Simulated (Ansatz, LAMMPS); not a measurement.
# Squeezing and shearing glassy 63GeO2-33Na2O-3Sc2O3 (mol %) (92 atoms): runs compared

Aim: relax glassy 63GeO2-33Na2O-3Sc2O3 (mol %) (92 atoms), then change its volume and shape to read moduli from the stress.

Computed with Ansatz 0.2.0: Kohn-Sham DFT, PBE, PAW (set soft_2), plane waves.

### 1. The cell as built

The cell holds 92 atoms: 19 Ge, 20 Na, 2 Sc and 51 O. Cell: a = 10.931 Å, b = 10.931 Å, c = 10.931 Å, α = 90.0°, β = 90.0°, γ = 90.0°. 92 atoms (19 Ge, 20 Na, 2 Sc, 51 O) placed at random at 3.5 g/cm³, melted at 4000 K for 10 ps at fixed volume with the Morse and Coulomb pair potential with partial charges (Pedone, Malavasi, Menziani, Cormack and Segre, J. Phys. Chem. B 110, 11780 (2006)). Quenched from 4000 K to 300 K at 25 K/ps and fixed volume, held 10 ps at zero pressure, then minimised at fixed cell.

Limits known from the start: The quench rate of 25 K/ps is many orders above laboratory rates, so the cell is likely richer in defects and strain than a real sample. The starting topology of bonds comes from the classical model, and needn't be the one that DFT or experiment would give. The Brillouin zone is sampled at Γ only.

### 2. The reference run

The reference is a single point at the end of the relaxation.

Every strained cell starts from the geometry of this run, and its atoms are relaxed with the cell held.

Its input, with most atom lines left out:

```yaml
crystal:
  lattice:
    - [10.94143, 0.17382, 0.02442]
    - [0.17382, 10.67706, 0.05256]
    - [0.02442, 0.05256, 11.04678]
  atoms:
    - { symbol: Ge, position: [0.72637, 0.52927, 0.60624] }
    - { symbol: Ge, position: [0.22857, 0.04728, 0.79656] }
    - { symbol: Ge, position: [0.44389, 0.95495, 0.21494] }
    - { symbol: Ge, position: [0.79795, 0.41546, 0.17091] }
    - { symbol: Ge, position: [0.14811, 0.98707, 0.27183] }
    - { symbol: Ge, position: [0.49466, 0.04388, 0.91712] }
    - { symbol: Ge, position: [0.71311, 0.55398, 0.9108] }
    [... atom lines 8 to 92 left out ...]
kpoints:
  mp_grid: { grid: [1, 1, 1] }
hamiltonian:
  xc: pbe
scf:
  occupations: { method: fermi_dirac, width: 0.05 }
output:
  forces: true
  stress: true
  populations: intrinsic
  dos:
    method: { smearing: { sigma: 0.1 } }
    de: 0.1
    projected: { site_lists: { Ge: [Ge], Na: [Na], O: [O], Sc: [Sc] } }
  eigenvalues: true
  write_density: true
  write_potential: true
  volumetric_format: npy
```

* free energy per atom: -1571.5004 eV/atom
* r.m.s. force component: 0.00721 eV/Å
* pressure: 0.003896 GPa

Filled and empty levels are parted by 2.25 eV (at Γ alone); a semilocal functional tends to put such gaps too low. In a disordered cell it changes from sample to sample, and tail or defect levels can set it.

### 3. The runs

Each row is one run, on 4 threads of Intel Xeon Platinum 8375C at 2.90GHz (Ice Lake), shared host. The free energy is the program's total, comparable only between runs with the same functional, potentials and atoms.

```csv
run,atoms,outcome,"ionic steps, all passes",free energy (eV),time,host memory (GiB)
Single point at the start,92,converged,-,-144569.319,11 s,2.1
Cell and atoms relaxed,92,converged,35,-144578.039,6.2 min,2.1
Single point at the relaxed geometry,92,converged,-,-144578.039,15 s,2.1
Volume -3 %,92,converged,8,-144577.866,95 s,2.0
Volume +3 %,92,converged,5,-144577.872,59 s,2.1
Volume -6 %,92,converged,8,-144577.276,92 s,2.0
Volume +6 %,92,converged,13,-144577.426,2.7 min,2.2
Volume -10 %,92,converged,13,-144575.935,2.4 min,1.9
Stretched by 1 % along x,92,converged,4,-144578.012,51 s,2.0
Compressed by 1 % along x,92,converged,5,-144578.006,59 s,2.0
Sheared by 2 % in xy,92,converged,5,-144578.016,60 s,2.0
```

In some runs the program notes that the exchange-correlation potential is rough where the density is thin and the SCF threshold is loose for the stress.

### 4. Pressure against volume

Atoms are relaxed at each volume, in the scaled cell.

```csv
volume change (%),volume (Å³/atom),energy change (meV/atom),pressure (GPa),largest move on relaxing (Å),bonds,gap (eV)
-10,12.621,22.87,5.74,0.76,190,2.41
-6,13.182,8.29,3.33,0.34,183,2.42
-3,13.603,1.88,1.57,0.18,179,2.37
+0,14.023,0.00,0.00,-,179,2.25
+3,14.444,1.81,-1.38,0.12,179,2.14
+6,14.865,6.66,-2.27,0.30,174,2.03
```

### 5. Uniaxial strain and shear

Stress (GPa, compression positive) less that of the relaxed cell, atoms relaxed:

```csv
strain,xx,yy,zz,xy,energy change (meV/atom)
stretched by 1 % along x,-0.960,-0.296,-0.380,0.015,0.29
compressed by 1 % along x,0.948,0.286,0.377,0.017,0.35
sheared by 2 % in xy,-0.002,-0.098,-0.051,-0.382,0.25
```

### 6. Outcome

The bulk modulus, from the slope of pressure against ln V over the three points nearest the relaxed volume, is 49.2 GPa; between neighbouring points the slope runs 55, 56, 51, 47 and 31 GPa from the smallest volume up, without a steady fall, so no pressure derivative is given. The count of bonds runs from 174 to 190 over the series, so at some points contacts cross the cutoffs. At -10 % some atom moved by over 0.5 Å on relaxing, so that point may sit in another local minimum. The gap goes from 2.41 eV at the smallest volume to 2.03 eV at the largest, -2.5 eV per unit of ln V by a straight line, not monotonically (lowest 2.03, highest 2.42 eV), on the run's k-points. In the Cartesian axes of the cell, finite differences give C11 = 95.4, C12 = 29.1, C13 = 37.8 and C66 = 19.1 GPa (the shear of 2 % is the engineering strain, εxy = 0.01). The mean of C11, C12 and C13, which equals the bulk modulus in a cubic or isotropic solid, is 54.1 GPa: it lies 10 % over the bulk modulus from the volumes. For an isotropic solid C66 would equal (C11 − C12)/2 = 33.2 GPa; so small a sample needn't be isotropic, and C66 rests on one shear. The two differ too much for isotropic moduli to be formed.

Caveats: Strains are finite and relaxations stop at the force tolerance of the input, which can leave moduli too stiff; they are those of a static cell at zero temperature. Volumes are changed with the cell's shape held, so in an anisotropic solid the modulus lies over the one under free hydrostatic load. The program notes that the SCF threshold of the relaxations is loose for the stress.

The DFT runs together took 19 min of wall time.

[Logs are printed without paths, hosts, clocks, repeated set-up lines and the standing remarks that a program may print on its own settings, such as how far it seeks lower states.]

[Hosts, paths, dates, database ids (printed as entryN), source tags and the programs' standing remarks are cut or masked in the printed files.]
